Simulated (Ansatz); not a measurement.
# Changed inputs in constrained RPA: BaCoS3 (cubic perovskite) (Pm-3m)

What does U in BaCoS3 (cubic perovskite) (Pm-3m) depend on besides the window?

Calculated with Ansatz 0.2.0; constrained RPA on LDA, plane waves, PAW.

Report form: the programs' logs are mostly left out.

The structure was built from a prototype and need not be the compound's stable phase.

## Step 1: The starting structure

It takes space group Pm-3m (No. 221, cubic). Conventional cell: a = 4.517 Å, b = 4.517 Å, c = 4.517 Å, α = 90.00°, β = 90.00°, γ = 90.00°. Ba has 12 S at 3.19 Å nearest. Co has 6 S at 2.26 Å nearest. S has 2 Co at 2.26 Å and 4 Ba at 3.19 Å nearest. Farther neighbours and most contacts between anions are not listed.

The structure was relaxed with LDA. The structure type comes from a generator and need not be one that this composition takes. The structure was generated from a model, not taken from a measurement. The runs that relaxed it are not among those shown. The program's search for lower electronic states was switched off, so nothing shows that the state found is the lowest. Spin-orbit coupling is left out unless a step names it. The default PAW set here is soft_2. Its files were made with PBE.

## Step 2: Base: Co d + anion p, bands v12 to c2, 4×4×4 mesh, medium accuracy

Constrained RPA screens the interaction with every transition except those inside the target bands, which a later many-body model would treat itself.

File input.yaml:

```yaml
crystal:
  lattice:
    - [0.0, -4.51670868, 0.0]
    - [0.0, 0.0, 4.51670868]
    - [-4.51670868, 0.0, 0.0]
  atoms:
    - { symbol: Ba, position: [0.0, 0.0, 0.0] }
    - { symbol: Co, position: [0.5, 0.5, 0.5] }
    - { symbol: S, position: [0.5, 0.5, 0.0] }
    - { symbol: S, position: [0.5, 0.0, 0.5] }
    - { symbol: S, position: [0.0, 0.5, 0.5] }
kpoints:
  mp_grid: { grid: [6, 6, 6] }
hamiltonian:
  xc: lda
scf:
  occupations: { method: gaussian, width: 0.08 }
  n_extra_bands: 19
  max_iter: 150
  lower_state_search: "off"
output:
  crpa:
    kmesh: [4, 4, 4]
    target_bands: [v12, c2]
    projections: [{ species: Co, l: d, shell: 3 }, { species: S, l: p, shell: 3 }]
  local_orbitals:
    kmesh: [8, 8, 8]
    orbitals: [{ species: Co, l: d, shell: 3 }, { species: S, l: p, shell: 3 }]
    window: { bands: [v12, c2] }
    seedname: lo
```

Command:

```bash
$ ansatz run input.yaml --threads 4 --pin off --max-ram 9216MiB --backend cpu --events-out ev --progress --plain --runs-dir out
```

It took 6.2 min on 4 threads of Arm Neoverse V2, shared host; peak memory 0.97 GiB; 23 min of CPU time.

This step gave:

```yaml
u: 6.601 eV
u_prime_inter_orbital: 5.299 eV
j: 0.6484 eV
bare_v: 23.36 eV
bare_j: 0.7952 eV
stated_bound_on_u: 0.006680 eV
u_over_bare_v: 0.2826
electrons_in_the_window: 23.00
head_of_the_constrained_inverse_dielectric_matrix: 0.2318
least_eigenvalue_of_the_projection_s_overlap: 0.6253
target_functions: 14
bands_in_the_sums: 50
r_m_s_miss_of_the_model_bands: 7.27e-4 eV
width_of_the_target_bands: 10.83 eV
weight_of_the_projected_orbitals_in_the_window: 0.9319
```

On the Co d shell, screening brings the on-site interaction from 23.4 eV down to U = 6.60 eV.

## Step 3: Changed: 2×2×2 mesh

input.yaml, the sections that differ from step 2:

```yaml
output:
  crpa:
    kmesh: [2, 2, 2]
    target_bands: [v12, c2]
    projections: [{ species: Co, l: d, shell: 3 }, { species: S, l: p, shell: 3 }]
# crystal, kpoints, hamiltonian, scf: as in step 2
```

The job ended after 32 s (4 threads; peak memory 0.81 GiB; 2 min of CPU time).

Numbers from this step:

```
U                                                 : 6.527 eV
U prime (inter-orbital)                           : 5.212 eV
J                                                 : 0.6539 eV
bare V                                            : 23.58 eV
bare J                                            : 0.8025 eV
stated bound on U                                 : 0.006738 eV
U over bare V                                     : 0.2769
electrons in the window                           : 23.00
head of the constrained inverse dielectric matrix : 0.2000
least eigenvalue of the projection's overlap      : 0.6253
target functions                                  : 14
bands in the sums                                 : 50
width of the target bands                         : 10.83 eV
weight of the projected orbitals in the window    : 0.9319
```

On the Co d shell, screening brings the on-site interaction from 23.6 eV down to U = 6.53 eV.

## Step 4: Changed: accuracy low

input.yaml: that of step 3 with these lines changed.

```diff
@@ -22,4 +22,5 @@
   crpa:
-    kmesh: [2, 2, 2]
+    kmesh: [4, 4, 4]
     target_bands: [v12, c2]
     projections: [{ species: Co, l: d, shell: 3 }, { species: S, l: p, shell: 3 }]
+    accuracy: low
```

It took 3.4 min on 4 threads; peak memory 0.87 GiB; 13 min of CPU time.

Numbers from this step:

| Quantity | Value |
| --- | --- |
| U | 6.585 eV |
| U prime (inter-orbital) | 5.285 eV |
| J | 0.6480 eV |
| bare V | 23.36 eV |
| bare J | 0.7952 eV |
| stated bound on U | 0.08805 eV |
| U over bare V | 0.2819 |
| electrons in the window | 23.00 |
| head of the constrained inverse dielectric matrix | 0.2318 |
| least eigenvalue of the projection's overlap | 0.6253 |
| target functions | 14 |
| bands in the sums | 50 |
| width of the target bands | 10.83 eV |
| weight of the projected orbitals in the window | 0.9319 |

On the Co d shell, screening brings the on-site interaction from 23.4 eV down to U = 6.59 eV.

## Step 5: Changed: smooth pair densities

input.yaml: that of step 4 with these lines changed.

```diff
@@ -25,2 +25,2 @@
     projections: [{ species: Co, l: d, shell: 3 }, { species: S, l: p, shell: 3 }]
-    accuracy: low
+    pair_densities: pseudo
```

It took 4.8 min on 4 threads; peak memory 0.83 GiB; 19 min of CPU time.

Numbers from this step:

```
U                                                 : 6.664 eV
U prime (inter-orbital)                           : 5.276 eV
J                                                 : 0.6921 eV
bare V                                            : 23.36 eV
bare J                                            : 0.7952 eV
stated bound on U                                 : 0.02439 eV
U over bare V                                     : 0.2853
electrons in the window                           : 23.00
head of the constrained inverse dielectric matrix : 0.2320
least eigenvalue of the projection's overlap      : 0.6253
target functions                                  : 14
bands in the sums                                 : 50
width of the target bands                         : 10.83 eV
weight of the projected orbitals in the window    : 0.9319
```

On the Co d shell, screening brings the on-site interaction from 23.4 eV down to U = 6.66 eV.

## Step 6: Changed: a keyword of another program

input.yaml: that of step 5 with these lines changed.

```diff
@@ -25,2 +25,2 @@
     projections: [{ species: Co, l: d, shell: 3 }, { species: S, l: p, shell: 3 }]
-    pair_densities: pseudo
+    LDISENTANGLED: 1
```

Wall time 0.02 s (4 threads); peak memory 0.023 GiB.

The program refused the input before any cycle.

The program's message: “Error: YAML parse error: error: line 26 column 5: unknown field `LDISENTANGLED`, expected one of accuracy, bounded_pairs, pair_densities, n_empty_bands, n_guard_bands, ecut_chi, kmesh, target_bands, p …”

The fault put into this input: a keyword of another program.

## Step 7: Changed: volume +6 %

The cell differs from the one that the last finished run ended in (a 4.517 → 4.605 Å, b 4.517 → 4.605 Å, c 4.517 → 4.605 Å).

input.yaml, the sections that differ from step 6:

```yaml
crystal:
  lattice:
    - [0.0, -4.6052940853, 0.0]
    - [0.0, 0.0, 4.6052940853]
    - [-4.6052940853, 0.0, 0.0]
  atoms:
    - { symbol: Ba, position: [0.0, 0.0, 0.0] }
    - { symbol: Co, position: [0.5, 0.5, 0.5] }
    - { symbol: S, position: [0.5, 0.5, 0.0] }
    - { symbol: S, position: [0.5, 0.0, 0.5] }
    - { symbol: S, position: [0.0, 0.5, 0.5] }
output:
  crpa:
    kmesh: [4, 4, 4]
    target_bands: [v12, c2]
    projections: [{ species: Co, l: d, shell: 3 }, { species: S, l: p, shell: 3 }]
  local_orbitals:
    kmesh: [8, 8, 8]
    orbitals: [{ species: Co, l: d, shell: 3 }, { species: S, l: p, shell: 3 }]
    window: { bands: [v12, c2] }
    seedname: lo
# kpoints, hamiltonian, scf: as in step 6
```

Wall time 6.1 min (4 threads); peak memory 0.96 GiB.

Numbers from this step:

```yaml
u: 6.841 eV
u_prime_inter_orbital: 5.523 eV
j: 0.6572 eV
bare_v: 23.54 eV
bare_j: 0.8034 eV
stated_bound_on_u: 0.006877 eV
u_over_bare_v: 0.2907
electrons_in_the_window: 23.00
head_of_the_constrained_inverse_dielectric_matrix: 0.2414
least_eigenvalue_of_the_projection_s_overlap: 0.6318
target_functions: 14
bands_in_the_sums: 50
r_m_s_miss_of_the_model_bands: 5.23e-4 eV
width_of_the_target_bands: 10.17 eV
weight_of_the_projected_orbitals_in_the_window: 0.9370
```

On the Co d shell, screening brings the on-site interaction from 23.5 eV down to U = 6.84 eV.

## Step 8: Changed: volume +3 %

The cell differs from the one that the last finished run ended in (a 4.605 → 4.561 Å, b 4.605 → 4.561 Å, c 4.605 → 4.561 Å).

input.yaml: that of step 7 with these lines changed.

```diff
@@ -2,5 +2,5 @@
   lattice:
-    - [0.0, -4.6052940853, 0.0]
-    - [0.0, 0.0, 4.6052940853]
-    - [-4.6052940853, 0.0, 0.0]
+    - [0.0, -4.5614314765, 0.0]
+    - [0.0, 0.0, 4.5614314765]
+    - [-4.5614314765, 0.0, 0.0]
   atoms:
```

It took 6 min on 4 threads; peak memory 0.95 GiB.

This step gave:

* U: 6.724 eV
* U prime (inter-orbital): 5.414 eV
* J: 0.6530 eV
* bare V: 23.45 eV
* bare J: 0.7995 eV
* stated bound on U: 0.006779 eV
* U over bare V: 0.2867
* electrons in the window: 23.00
* head of the constrained inverse dielectric matrix: 0.2367
* least eigenvalue of the projection's overlap: 0.6287
* target functions: 14
* bands in the sums: 50
* r.m.s. miss of the model bands: 6.17e-4 eV
* width of the target bands: 10.49 eV
* weight of the projected orbitals in the window: 0.9346

On the Co d shell, screening brings the on-site interaction from 23.4 eV down to U = 6.72 eV.

## Step 9: Side by side

Times are wall times on 4 threads of Arm Neoverse V2, shared host, good to a factor of about two.

| run | bare V (eV) | U (eV) | J (eV) | bound on U (eV) | width (eV) | time |
| --- | --- | --- | --- | --- | --- | --- |
| target window | 23.36 | 6.601 | 0.648 | 0.0067 | 10.83 | 6.2 min |
| 2×2×2 mesh | 23.58 | 6.527 | 0.654 | 0.0067 | 10.83 | 32 s |
| accuracy low | 23.36 | 6.585 | 0.648 | 0.0881 | 10.83 | 3.4 min |
| smooth pair densities | 23.36 | 6.664 | 0.692 | 0.0244 | 10.83 | 4.8 min |
| volume +6 % | 23.54 | 6.841 | 0.657 | 0.0069 | 10.17 | 6.1 min |
| volume +3 % | 23.45 | 6.724 | 0.653 | 0.0068 | 10.49 | 6 min |

## Step 10: Summary of results

| Item | Value |
| --- | --- |
| target window | U 6.60 eV, J 0.65 eV |
| 2×2×2 mesh | U 6.53 eV, J 0.65 eV |
| accuracy low | U 6.59 eV, J 0.65 eV |
| smooth pair densities | U 6.66 eV, J 0.69 eV |
| volume +6 % | U 6.84 eV, J 0.66 eV |
| volume +3 % | U 6.72 eV, J 0.65 eV |

What this shows: 2×2×2 mesh moves U by −0.07 eV at 0.086 times the time. Accuracy low moves U by −0.02 eV (within the solver's bounds, for the mean over orbitals). Smooth pair densities moves U by +0.06 eV. Volume +6 % moves U by +0.24 eV. Volume +3 % moves U by +0.12 eV. The printed bound covers the solver alone, not the mesh, and no denser mesh than the base was run. The parent state is non-magnetic and the interaction static (zero frequency); U depends on the window and the orbitals, so it belongs to this model alone. A window that holds the anion p bands defines a model with explicit ligands; its U belongs to that model and is not the U of DFT+U.

[Paths, hosts, dates, memory and timing lines, banners, echoed tables and standing remarks are left out of the program output.]

[Logs are printed without paths, hosts, clocks, repeated set-up lines and the standing remarks that a program may print on its own settings, such as how far it seeks lower states.]

[Runs of the session that timed out or met a known fault of the program may be left out.]

[Hosts, paths, dates, database ids (printed as entryN), source tags and the programs' standing remarks are cut or masked in the printed files.]
